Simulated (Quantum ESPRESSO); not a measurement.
## Rb (Im-3m): from the cell to the phonon bands

How does Rb (Im-3m) vibrate, and is this structure a minimum?

Program: Quantum ESPRESSO 7.5. Level of theory: DFT LDA, scalar-relativistic, plane waves, PseudoDojo norm-conserving pseudopotentials. Results are calculated unless marked as measured.

Most raw output is cut from this account.

The database entry behind the starting cell lists a temperature near 78 K, so it need not match the best structure at ambient conditions.

### 1. Starting point

Symmetry: Im-3m, No. 229, cubic system. The conventional cell has a = 5.605 Å, b = 5.605 Å, c = 5.605 Å, α = 90.00°, β = 90.00°, γ = 90.00°. Nearest to Rb lie 8 Rb at 4.85 Å.

### 2. A probe with smearing

Before anything dear is run, a loose run with smearing shows whether this is a metal and how far the cell is from rest.

probe.in reads:

```
&control
   calculation = 'scf'
   prefix = 'x'
   outdir = './tmp'
   pseudo_dir = './pseudo'
   tprnfor = .true.
   tstress = .true.
   verbosity = 'high'
/
&system
   ibrav = 0
   nat = 1
   ntyp = 1
   ecutwfc = 42.0
   occupations = 'smearing'
   smearing = 'gaussian'
   degauss = 0.01
/
&electrons
   conv_thr = 1.0d-07
   mixing_beta = 0.7
   electron_maxstep = 100
/
ATOMIC_SPECIES
 Rb     85.4678  Rb.upf
CELL_PARAMETERS angstrom
    -2.802500000    2.802500000    2.802500000
     2.802500000   -2.802500000    2.802500000
     2.802500000    2.802500000   -2.802500000
ATOMIC_POSITIONS crystal
 Rb     0.000000000   0.000000000   0.000000000
K_POINTS automatic
 4 4 4 0 0 0
```

Launch:

```bash
OMP_NUM_THREADS=1 mpirun -n 4 pw.x -nk 4 -in probe.in > probe.out
```

It took 1.7 s on 4 MPI ranks of Intel Xeon 6975P-C (Granite Rapids), shared host.

Read from the output:

- volume per atom: 88.04 Å³
- pressure: -0.3320 GPa
- gap on the k-mesh: 0 eV

No gap opens on this mesh, so smearing is kept; the start stands at -0.33 GPa.

### 3. Relaxation

The relaxation runs at a cutoff a fifth above that of the response, since stress converges more slowly with the basis than frequencies do. Forces and stress are brought to rest with tight thresholds.

relax.in reads:

```
&control
   calculation = 'vc-relax'
   prefix = 'x'
   outdir = './tmp'
   pseudo_dir = './pseudo'
   tprnfor = .true.
   tstress = .true.
   forc_conv_thr = 2.0d-05
   etot_conv_thr = 1.0d-07
   nstep = 40
/
&system
   ibrav = 0
   nat = 1
   ntyp = 1
   ecutwfc = 50
   occupations = 'smearing'
   smearing = 'mv'
   degauss = 0.02
/
&electrons
   conv_thr = 1.0d-11
   mixing_beta = 0.7
   electron_maxstep = 100
/
&ions
/
&cell
   press_conv_thr = 0.2
/
ATOMIC_SPECIES
 Rb     85.4678  Rb.upf
CELL_PARAMETERS angstrom
    -2.802500000    2.802500000    2.802500000
     2.802500000   -2.802500000    2.802500000
     2.802500000    2.802500000   -2.802500000
ATOMIC_POSITIONS crystal
 Rb     0.000000000   0.000000000   0.000000000
K_POINTS automatic
 8 8 8 0 0 0
```

Launch:

```bash
OMP_NUM_THREADS=1 mpirun -n 4 pw.x -nk 4 -in relax.in > relax.out
```

Wall time 22 s (4 MPI ranks); 88 s of CPU time.

The steps of the relaxation:

| step | energy less that of the first step (eV) | largest force (eV/Å) | pressure (GPa) | volume (Å³) |
| --- | --- | --- | --- | --- |
| 1 | 0.0000 | 0.0000 | -0.35 | 88.04 |
| 2 | -0.0003 | 0.0000 | -0.35 | 87.89 |
| 3 | -0.0009 | 0.0000 | -0.34 | 87.65 |
| 4 | -0.0016 | 0.0000 | -0.33 | 87.30 |
| 5 | -0.0027 | 0.0000 | -0.32 | 86.77 |
| 6 | -0.0042 | 0.0000 | -0.30 | 85.98 |
| 7 | -0.0063 | 0.0000 | -0.27 | 84.80 |
| 8 | -0.0089 | 0.0000 | -0.21 | 83.06 |
| 9 | -0.0115 | 0.0000 | -0.12 | 80.49 |
| 10 | -0.0126 | 0.0000 | 0.01 | 77.35 |
| 11 | -0.0126 | 0.0000 | 0.00 | 77.65 |
| 12 | -0.0126 | 0.0000 | 0.00 | 77.64 |
| 13 | -0.0125 | 0.0000 | 0.00 | 77.64 |

| conventional cell, symmetrised | before | after | change |
| --- | --- | --- | --- |
| a (Å) | 5.605 | 5.375 | -4.1 % |
| b (Å) | 5.605 | 5.375 | -4.1 % |
| c (Å) | 5.605 | 5.375 | -4.1 % |
| volume (Å³/atom) | 88.04 | 77.64 | -11.8 % |

Final coordinates:

```
CELL_PARAMETERS angstrom
-2.68744 2.68744 2.68744
2.68744 -2.68744 2.68744
2.68744 2.68744 -2.68744
ATOMIC_POSITIONS crystal
Rb 0.00000 0.00000 0.00000
```

The last row of the table of steps is pw.x's closing run on a basis chosen anew for the final cell, so its energy can jump.

Numbers from this step:

```
volume per atom : 77.64 Å³
pressure        : 0.003000 GPa
```

The volume changes by -11.8 % from the cell with which this run began.

### 4. Self-consistent run for the response

The response is built on this ground state, so it is converged far tighter than an energy would need. Smearing stays on, as the first look found no gap above 0.3 eV.

scf.in reads:

```
&control
   calculation = 'scf'
   prefix = 'x'
   outdir = './tmp'
   pseudo_dir = './pseudo'
   tprnfor = .true.
   tstress = .true.
/
&system
   ibrav = 0
   nat = 1
   ntyp = 1
   ecutwfc = 42.0
   occupations = 'smearing'
   smearing = 'mv'
   degauss = 0.02
/
&electrons
   conv_thr = 1.0d-12
   mixing_beta = 0.7
   electron_maxstep = 100
/
ATOMIC_SPECIES
 Rb     85.4678  Rb.upf
CELL_PARAMETERS angstrom
    -2.687443519    2.687443519    2.687443519
     2.687443519   -2.687443519    2.687443519
     2.687443519    2.687443519   -2.687443519
ATOMIC_POSITIONS crystal
 Rb     0.000000000   0.000000000   0.000000000
K_POINTS automatic
 8 8 8 0 0 0
```

Launch:

```bash
OMP_NUM_THREADS=1 mpirun -n 4 pw.x -nk 4 -in scf.in > scf.out
```

The job ended after 2.9 s (4 MPI ranks).

This step gave:

```yaml
pressure: -0.061 GPa
```

The cell stands at -0.061 GPa, close enough for phonons.

### 5. Linear response on the mesh

Linear response treats each wavevector in the unit cell, with no supercell; the 4×4×4 mesh fixes the range of the force constants to be had.

ph.in reads:

```
phonons
&inputph
   prefix = 'x'
   outdir = './tmp'
   fildyn = 'x.dyn'
   tr2_ph = 1.0d-18
   alpha_mix(1) = 0.4
   nmix_ph = 8
   ldisp = .true.
   nq1 = 4
   nq2 = 4
   nq3 = 4
/
```

Launch:

```bash
OMP_NUM_THREADS=1 mpirun -n 4 ph.x -nk 4 -in ph.in > ph.out
```

The job ended after 4.6 min (4 MPI ranks; 18 min of CPU time).

Read from the output:

```yaml
largest_acoustic_frequency_at_the_zone_centre_before_the_sum_rule: 0.59 cm⁻¹
lowest_mode_on_the_q_mesh_acoustic_ones_at_the_zone_centre_apart: 6.51 cm⁻¹
```

Frequencies (cm⁻¹) at each irreducible wavevector; negative means imaginary. Frequencies by wavevector:

| q (fractions) | star | mode 1 | mode 2 | mode 3 |
| --- | --- | --- | --- | --- |
| 0 0 0 | 1 | 0.59 | 0.59 | 0.59 |
| 0 0 0.25 | 12 | 6.51 | 22.43 | 36.68 |
| 0 0 -0.5 | 6 | 8.85 | 31.94 | 53.55 |
| 0 0.25 0.25 | 24 | 19.14 | 36.53 | 48.65 |
| 0.25 0.25 0.25 | 2 | 39.67 | 39.67 | 39.67 |
| 0.25 0.25 -0.25 | 6 | 32.9 | 32.9 | 37.25 |
| 0.25 -0.5 -0.5 | 12 | 33.68 | 41.03 | 50.85 |
| -0.5 -0.5 -0.5 | 1 | 48.58 | 48.58 | 48.58 |

The acoustic modes at Γ come out as far as 0.6 cm⁻¹ from zero, where they should vanish, a small numerical error.

### 6. Fourier transform to real space

The dynamical matrices of the mesh are Fourier-transformed to force constants in real space.

q2r.in reads:

```
&input
   fildyn = 'x.dyn'
   zasr = 'simple'
   flfrc = 'x.fc'
/
```

Launch:

```bash
q2r.x < q2r.in > q2r.out
```

Run time: 0.71 s. Hardware: 1 thread.

### 7. Dispersion

From the force constants any wavevector is cheap; points of the mesh come back as solved, but for the sum rule and, in polar crystals, the LO-TO term at Γ; the rest is interpolation.

matdyn.in reads:

```
&input
   asr = 'simple'
   flfrc = 'x.fc'
   flfrq = 'x.freq'
   flvec = 'x.modes'
   q_in_band_form = .true.
   q_in_cryst_coord = .true.
/
8
  0.0000000   0.0000000   0.0000000  12  ! GAMMA
  0.5000000  -0.5000000   0.5000000  12  ! H
 -0.0000000  -0.0000000   0.5000000  12  ! N
  0.0000000   0.0000000   0.0000000  12  ! GAMMA
  0.2500000   0.2500000   0.2500000  12  ! P
  0.5000000  -0.5000000   0.5000000   1  ! H
  0.2500000   0.2500000   0.2500000  12  ! P
 -0.0000000  -0.0000000   0.5000000   1  ! N
```

Launch:

```bash
matdyn.x -in matdyn.in > matdyn.out
```

Run time: 0.67 s. Hardware: 1 thread.

Numbers from this step:

* lowest frequency on the path: 0 cm⁻¹
* mean frequency: 33.5 cm⁻¹
* Debye temperature (second moment): 67 K
* logarithmic mean frequency: 30.4 cm⁻¹

Matdyn.x, sum rule simple. The phonon branches at the labelled points (cm⁻¹):

| point | branch 1 | branch 2 | branch 3 |
| --- | --- | --- | --- |
| Γ | 0 | 0 | 0 |
| halfway | 33 | 33 | 37 |
| H | 49 | 49 | 49 |
| halfway | 34 | 41 | 51 |
| N | 9 | 32 | 54 |
| halfway | 6 | 22 | 37 |
| Γ | 0 | 0 | 0 |
| halfway | 20 | 20 | 42 |
| P | 40 | 40 | 40 |
| halfway | 25 | 47 | 47 |
| H | 49 | 49 | 49 |
| jump to P | 40 | 40 | 40 |
| halfway | 23 | 36 | 50 |
| N | 9 | 32 | 54 |

Lowest modes at the softest wavevector of the mesh; phase exp(i q.(R + tau)). Modes at q = (0.250, -0.250, 0.000):

| mode | frequency (cm⁻¹) |
| --- | --- |
| 1 | 6.5 |
| 2 | 22.4 |
| 3 | 36.7 |

Displacements in mode 1 (6.5 cm⁻¹), the largest set to 1, in the home cell:
```
Rb1 1.00 1.00 0.00
```

Displacements in mode 2 (22.4 cm⁻¹), the largest set to 1, in the home cell:
```
Rb1 0.00 0.00 1.00
```

Force constants by pair (phonopy on the run's constants); pairs near half the supercell's span include their periodic images. Pair force constants, by row:

| atom | neighbour | distance (Å) | third of the trace (eV/Å²) | along the pair's line (eV/Å²) |
| --- | --- | --- | --- | --- |
| Rb1 | itself | 0 | 0.404 | – |
| Rb1 | Rb | 4.655 | -0.0461 | -0.1558 |
| Rb1 | Rb | 5.375 | -0.0107 | -0.0298 |

Harmonic mean-square displacement, third of the trace. Mean-square displacements:

| T (K) | Rb1 U_eq (Å²) |
| --- | --- |
| 0 | 0.00746 |
| 100 | 0.06232 |
| 300 | 0.1857 |
| 600 | 0.3711 |

Mode patterns, pair constants, displacements and means over the zone were worked out by phonopy from the force constants of q2r.x.

All branches are real along the path.

### 8. Sums over the zone

Sums over the zone need many more wavevectors than were solved, so the interpolation is sampled on a dense mesh.

matdyn.in reads:

```
&input
   asr = 'simple'
   flfrc = 'x.fc'
   dos = .true.
   fldos = 'x.dos'
   nk1 = 12
   nk2 = 12
   nk3 = 12
   deltaE = 0.3
/
```

Launch:

```bash
matdyn.x -in matdyn.in > matdyn.out
```

The job ended after 0.96 s (1 thread).

This step gave:

```yaml
share_of_modes_beyond_3i_cm_minus1_on_the_dense_interpolated_mesh: 0
zero_point_energy_per_atom: 6.23 meV
heat_capacity_at_300_k: 24.88 J/(mol atoms K)
vibrational_entropy_at_300_k: 72.86 J/(mol atoms K)
```

The phonon density of states has structure finer than the step of the table below, so its rows give means over 2 cm⁻¹, whole bins alone (the curve runs from 0 to 53.7 cm⁻¹). Peaks (cm⁻¹: height): 49.2: 0.213.

Tetrahedra. Phonon density of states against wavenumber; means over each step:

wavenumber (cm⁻¹), phonon density of states (1/cm⁻¹/cell) and a bar:
```
        2      0.001 
        4      0.002 
        6      0.005 #
        8      0.011 ##
       10      0.026 ######
       12      0.041 #########
       14      0.047 ###########
       16      0.053 ############
       18      0.062 ##############
       20      0.073 ################
       22      0.065 ###############
       24      0.056 ############
       26      0.054 ############
       28      0.056 ############
       30      0.060 ##############
       32      0.075 #################
       34      0.080 ##################
       36      0.078 ##################
       38      0.074 #################
       40      0.070 ################
       42      0.062 ##############
       44      0.063 ##############
       46      0.069 ################
       48      0.132 ##############################
       50      0.131 ##############################
       52      0.048 ###########
```

Harmonic thermodynamic functions per atom, summed over the density of states scaled to three modes an atom; melting is ignored. Thermodynamic functions:

| T (K) | F_vib (meV/atom) | S (J/mol-atom/K) | C_V (J/mol-atom/K) |
| --- | --- | --- | --- |
| 0 | 6.23 | 0 | 0 |
| 50 | -1.09 | 29.2 | 22.89 |
| 100 | -20.95 | 45.7 | 24.4 |
| 200 | -78.16 | 62.79 | 24.81 |
| 300 | -148.8 | 72.86 | 24.88 |
| 400 | -228.2 | 80.02 | 24.91 |
| 500 | -314.1 | 85.58 | 24.92 |
| 600 | -405.3 | 90.13 | 24.93 |
| 700 | -500.7 | 93.97 | 24.93 |
| 800 | -599.9 | 97.3 | 24.93 |
| 900 | -702.3 | 100.2 | 24.94 |
| 1000 | -807.5 | 102.9 | 24.94 |

At 300 K the heat capacity has reached 100 % of the Dulong-Petit value.

### 9. The dispersion under another sum rule (asr all)

The sum rule corrects the force constants themselves, so it can shift branches at any wavevector, low ones most.

matdyn.in reads:

```
&input
   asr = 'all'
   flfrc = 'x.fc'
   flfrq = 'x.freq'
   flvec = 'x.modes'
   q_in_band_form = .true.
   q_in_cryst_coord = .true.
/
8
  0.0000000   0.0000000   0.0000000   8  ! GAMMA
  0.5000000  -0.5000000   0.5000000   8  ! H
 -0.0000000  -0.0000000   0.5000000   8  ! N
  0.0000000   0.0000000   0.0000000   8  ! GAMMA
  0.2500000   0.2500000   0.2500000   8  ! P
  0.5000000  -0.5000000   0.5000000   1  ! H
  0.2500000   0.2500000   0.2500000   8  ! P
 -0.0000000  -0.0000000   0.5000000   1  ! N
```

Launch:

```bash
matdyn.x -in matdyn.in > matdyn.out
```

Run time: 0.65 s. Hardware: 1 thread.

At the labelled points the branches move by no more than 0.2 cm⁻¹.

### 10. Outcome

| Item | Value |
| --- | --- |
| space group after relaxation | Im-3m |
| volume per atom | 77.6 Å³ |
| q mesh | 4×4×4 |
| lowest mode on the q mesh (acoustic ones at the zone centre apart) | 6.51 cm⁻¹ |
| zero-point energy per atom | 6.23 meV |
| heat capacity at 300 K | 24.9 J/(mol atoms K) |
| vibrational entropy at 300 K | 72.9 J/(mol atoms K) |
| imaginary modes on the q mesh | none |

What this shows: Rb (Im-3m) is dynamically stable on the 4×4×4 mesh; its spectrum reaches 54 cm⁻¹. These are harmonic frequencies at zero temperature: anharmonic shifts and linewidths and thermal expansion are left out. In a metal the frequencies hang on the k mesh and the smearing, most of all near Kohn anomalies.

[Host names and launcher messages were left out of these logs when they were recorded.]

[Logs are printed without paths, hosts, clocks, repeated set-up lines and the standing remarks that a program may print on its own settings, such as how far it seeks lower states.]

[Hosts, paths, dates, database ids (printed as entryN), source tags and the programs' standing remarks are cut or masked in the printed files.]
